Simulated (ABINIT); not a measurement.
# RbAsF6 (R-3): changed settings of a GW run in ABINIT

Aim: change inputs of a GW run on RbAsF6 (R-3) and see what moves.

Program: ABINIT 10.8.3. Level of theory: LDA and many-body steps on it, plane waves. Results are calculated unless marked as measured.

Report form: the programs' logs are mostly left out.

**1. Set-up**

Symmetry: R-3, No. 148, trigonal system. The conventional cell has a = 7.435 Å, b = 7.435 Å, c = 7.428 Å, α = 90.00°, β = 90.00°, γ = 120.00°. Nearest to Rb lie 12 F at 2.94 to 3.05 Å. Nearest to As lie 6 F at 1.75 Å. Nearest to F lie 1 As at 1.75 Å and 2 Rb at 2.94 to 3.05 Å. Farther neighbours and most contacts between anions are not listed.

As a file:

```cif
data_structure
_symmetry_space_group_name_H-M 'R-3:H'
_symmetry_Int_Tables_number 148
_cell_length_a 7.4349
_cell_length_b 7.4349
_cell_length_c 7.4276
_cell_angle_alpha 90.000
_cell_angle_beta 90.000
_cell_angle_gamma 120.000
_cell_volume 355.58
loop_
_atom_site_label
_atom_site_type_symbol
_atom_site_symmetry_multiplicity
_atom_site_Wyckoff_symbol
_atom_site_fract_x
_atom_site_fract_y
_atom_site_fract_z
_atom_site_occupancy
Rb1 Rb 3 b 0.00000 0.00000 0.50000 1
As1 As 3 a 0.00000 0.00000 0.00000 1
F1 F 18 f 0.54774 0.73007 0.52968 1
```

The cell and positions are those that the Materials Project relaxed with its own functionals (PBE, PBE+U or r2SCAN), kept fixed.

**2. Screening, 2×2×2 mesh, 72 bands, screening to 87.1 eV**

This step: ABINIT 10.8.3; RPA screening on LDA, plane waves, norm-conserving pseudopotentials.

The RPA dielectric matrix is built and inverted for each q.

Contents of run.abi:

```
acell 3*1.0 Angstrom
rprim 
  3.717458802479 2.146275840312 2.475880428600
  -3.717458802479 2.146275840312 2.475880428600
  0.000000000000 -4.292551680625 2.475880428600
ntypat 3
znucl 37 33 9
natom 8
typat 1 2 3 3 3 3 3 3
xred 
  0.500000000000 0.500000000000 0.500000000000
  0.000000000000 0.000000000000 0.000000000000
  0.077414800000 0.712012140000 0.799611640000
  0.799611640000 0.077414800000 0.712012140000
  0.287987860000 0.200388360000 0.922585200000
  0.200388360000 0.922585200000 0.287987860000
  0.922585200000 0.287987860000 0.200388360000
  0.712012140000 0.799611640000 0.077414800000
pp_dirpath "pseudos"
pseudos "Rb.upf, As.upf, F.upf"
ecut 36
ngkpt 2 2 2
nshiftk 1
shiftk 0 0 0
kptopt 1
chksymbreak 0
istwfk *1
occopt 1
irdwfk 1
optdriver 3
nband 72
ecuteps 3.2
inclvkb 2
awtr 1
symchi 1
indata_prefix "in"
outdata_prefix "out"
tmpdata_prefix "tmp"
```

Run with:

```sh
> OMP_NUM_THREADS=1 mpirun -n 4 abinit run.abi > log
```

It took 21 s on 4 MPI ranks of Arm Neoverse V1, shared host; peak memory 1.1 GiB.

This step gave:

| Item | Value |
| --- | --- |
| ε∞ with local fields, on this mesh, along the program's q direction | 1.988 |
| the same without local fields | 2.201 |
| plasma frequency | 27.71 eV |
| plane waves in the screening matrix | 213 |

Local fields lower ε∞ by 10 %. On a Γ-centred mesh this coarse the value itself is usually too large, while a short band sum pulls it down.

**3. Base**

The self-energy is evaluated for the states that the input lists, and the levels follow from it, in one-shot runs by the linearised quasiparticle equation.

This step: G0W0 on LDA, plane waves, norm-conserving pseudopotentials.

run.abi: that of step 2 with these lines changed.

```diff
@@ -29,8 +29,15 @@
 irdwfk 1
-optdriver 3
+optdriver 4
 nband 72
+gwcalctyp 0
+ecutsigx 36
+symsigma 1
+nkptgw 1
+kptgw 
+  0.0000000000 0.0000000000 0.0000000000
+bdgw 
+  31 35
 ecuteps 3.2
-inclvkb 2
-awtr 1
-symchi 1
+irdscr 1
+ppmodel 1
 indata_prefix "in"
```

Elapsed: 5 s, on 4 MPI ranks; peak memory 0.4 GiB.

Numbers from this step:

```yaml
g0w0_gap_on_the_points_computed: 10.55 eV
starting_gap_on_the_mesh: 5.388 eV
k_of_the_valence_top: 0, 0, 0
k_of_the_conduction_bottom: 0, 0, 0
z_at_the_valence_top: 0.815
z_at_the_conduction_bottom: 0.873
least_direct_g0w0_gap_on_the_computed_points: 10.55 eV
```

The gap on the mesh goes from 5.39 eV to 10.55 eV, a correction of +5.16 eV.

**4. Fewer bands in the self-energy**

run.abi: that of step 3 with these lines changed.

```diff
@@ -30,3 +30,3 @@
 optdriver 4
-nband 72
+nband 39
 gwcalctyp 0
```

The job ended after 4.5 s (4 MPI ranks; peak memory 0.48 GiB; 18 s of CPU time).

Numbers from this step:

```yaml
g0w0_gap_on_the_points_computed: 10.82 eV
starting_gap_on_the_mesh: 5.388 eV
k_of_the_valence_top: 0, 0, 0
k_of_the_conduction_bottom: 0, 0, 0
z_at_the_valence_top: 0.819
z_at_the_conduction_bottom: 0.884
least_direct_g0w0_gap_on_the_computed_points: 10.82 eV
```

**5. Exchange cutoff**

run.abi: that of step 4 with these lines changed.

```diff
@@ -30,5 +30,5 @@
 optdriver 4
-nband 39
+nband 72
 gwcalctyp 0
-ecutsigx 36
+ecutsigx 72
 symsigma 1
```

Wall time 5.5 s (4 MPI ranks); peak memory 0.29 GiB; 21 s of CPU time.

This step gave:

```yaml
g0w0_gap_on_the_points_computed: 10.56 eV
starting_gap_on_the_mesh: 5.388 eV
k_of_the_valence_top: 0, 0, 0
k_of_the_conduction_bottom: 0, 0, 0
z_at_the_valence_top: 0.815
z_at_the_conduction_bottom: 0.873
least_direct_g0w0_gap_on_the_computed_points: 10.56 eV
```

**6. Broadening of the poles**

run.abi: that of step 5 with these lines changed.

```diff
@@ -32,3 +32,3 @@
 gwcalctyp 0
-ecutsigx 72
+ecutsigx 36
 symsigma 1
@@ -42,2 +42,3 @@
 ppmodel 1
+zcut 1.0 eV
 indata_prefix "in"
```

It took 5 s on 4 MPI ranks; peak memory 0.48 GiB.

This step gave:

```yaml
g0w0_gap_on_the_points_computed: 10.55 eV
starting_gap_on_the_mesh: 5.388 eV
k_of_the_valence_top: 0, 0, 0
k_of_the_conduction_bottom: 0, 0, 0
least_direct_g0w0_gap_on_the_computed_points: 10.55 eV
```

Against G0W0 in ABINIT (2×2×2 mesh, 72 bands, screening to 87.1 eV, Godby-Needs plasmon pole), the gap moves by +0.000 eV.

**7. No symmetry in the self-energy**

run.abi: that of step 6 with these lines changed.

```diff
@@ -33,3 +33,3 @@
 ecutsigx 36
-symsigma 1
+symsigma 0
 nkptgw 1
@@ -42,3 +42,2 @@
 ppmodel 1
-zcut 1.0 eV
 indata_prefix "in"
```

Elapsed: 6.3 s, on 4 MPI ranks; peak memory 0.75 GiB.

This step gave:

```yaml
g0w0_gap_on_the_points_computed: 10.55 eV
starting_gap_on_the_mesh: 5.388 eV
k_of_the_valence_top: 0, 0, 0
k_of_the_conduction_bottom: 0, 0, 0
least_direct_g0w0_gap_on_the_computed_points: 10.55 eV
```

Against G0W0 in ABINIT (2×2×2 mesh, 72 bands, screening to 87.1 eV, Godby-Needs plasmon pole), the gap moves by +0.000 eV.

**8. Contour deformation on a plasmon-pole file**

run.abi: that of step 7 with these lines changed.

```diff
@@ -31,5 +31,5 @@
 nband 72
-gwcalctyp 0
+gwcalctyp 2
 ecutsigx 36
-symsigma 0
+symsigma 1
 nkptgw 1
@@ -41,3 +41,2 @@
 irdscr 1
-ppmodel 1
 indata_prefix "in"
```

Elapsed: 3.8 s, on 4 MPI ranks; peak memory 0.6 GiB.

The run stopped with an error after 3.8 s.

The fault put into this input: contour deformation on a plasmon-pole file.

**9. Another k mesh than the file's**

run.abi: that of step 8 with these lines changed.

```diff
@@ -21,3 +21,3 @@
 ecut 36
-ngkpt 2 2 2
+ngkpt 3 3 3
 nshiftk 1
@@ -31,3 +31,3 @@
 nband 72
-gwcalctyp 2
+gwcalctyp 0
 ecutsigx 36
@@ -41,2 +41,3 @@
 irdscr 1
+ppmodel 1
 indata_prefix "in"
```

It took 2.8 s on 4 MPI ranks; peak memory 0.06 GiB.

The run stopped with an error after 2.8 s.

The program's words: Cannot continue, basic dimensions/parameters reported in the header do not agree with input file. Check consistency between the content of the WFK external file and the input file.

The fault put into this input: another k mesh than the file's.

**10. Side by side**

Times are wall times on 4 MPI ranks of Arm Neoverse V1, shared host, good to a factor of about two. A run's time includes the screening step that it read.

| run | mesh | bands | screening cutoff (eV) | DFT gap (eV) | gap on the mesh (eV) | direct (eV) | ε∞ used | time |
| --- | --- | --- | --- | --- | --- | --- | --- | --- |
| base | 2×2×2 | 72 | 87.1 | 5.388 | 10.553 | 10.553 | 1.99 | 26 s |
| fewer bands in the self-energy | 2×2×2 | 39 | 87.1 | 5.388 | 10.824 | 10.824 | 1.99 | 26 s |
| exchange cutoff | 2×2×2 | 72 | 87.1 | 5.388 | 10.556 | 10.556 | 1.99 | 27 s |
| broadening of the poles | 2×2×2 | 72 | 87.1 | 5.388 | 10.553 | 10.553 | 1.99 | 26 s |
| no symmetry in the self-energy | 2×2×2 | 72 | 87.1 | 5.388 | 10.553 | 10.553 | 1.99 | 28 s |

**11. What came out**

- base: 10.553 eV
- fewer bands in the self-energy: 10.824 eV
- exchange cutoff: 10.556 eV
- broadening of the poles: 10.553 eV
- no symmetry in the self-energy: 10.553 eV
- known limits: not at the basis limit; exchange with frozen shells missing; no spin-orbit coupling; coarse k mesh

What this shows: Fewer bands in the self-energy: +0.271 eV against base (keys changed: nband). Exchange cutoff: +0.003 eV against base (keys changed: ecutsigx). Broadening of the poles: no change against base (keys changed: zcut). No symmetry in the self-energy: no change against base (keys changed: symsigma). Bands and cutoff are finite, so the gap is not at the basis limit. The miss can reach some tenths of an eV and take either sign; the mesh is an error of its own. In the G0W0 runs levels were corrected at 1 k point alone, so a gap called «on the mesh» is the least over those, and an edge elsewhere would be missed. The 2×2×2 mesh is coarse for this cell, which bears on the long-range parts of exchange and screening. The norm-conserving file of at least one element keeps a d shell over frozen s and p shells of the same row. Exchange with those shells is missing from the self-energy, an error of 0.3 to 0.9 eV in cases checked, whose sign depends on which edge lies on those atoms. The many-body steps are scalar-relativistic: spin-orbit coupling is not in them.

[Paths, hosts, dates, memory and timing lines, banners, echoed tables and standing remarks are left out of the program output.]

[Logs are printed without paths, hosts, clocks, repeated set-up lines and the standing remarks that a program may print on its own settings, such as how far it seeks lower states.]

[Runs of the session that timed out or met a known fault of the program may be left out.]

[Hosts, paths, dates, database ids (printed as entryN), source tags and the programs' standing remarks are cut or masked in the printed files.]

[G0W0 gaps are taken among the corrected bands and points alone; a level outside them can change the order at an edge.]

[Where Ansatz stands beside ABINIT at settings called matched, ABINIT's density can come from a denser mesh and the files from another edition; pairs whose starting gaps differed by over 0.03 eV were left out, so agreement reads better than it is.]
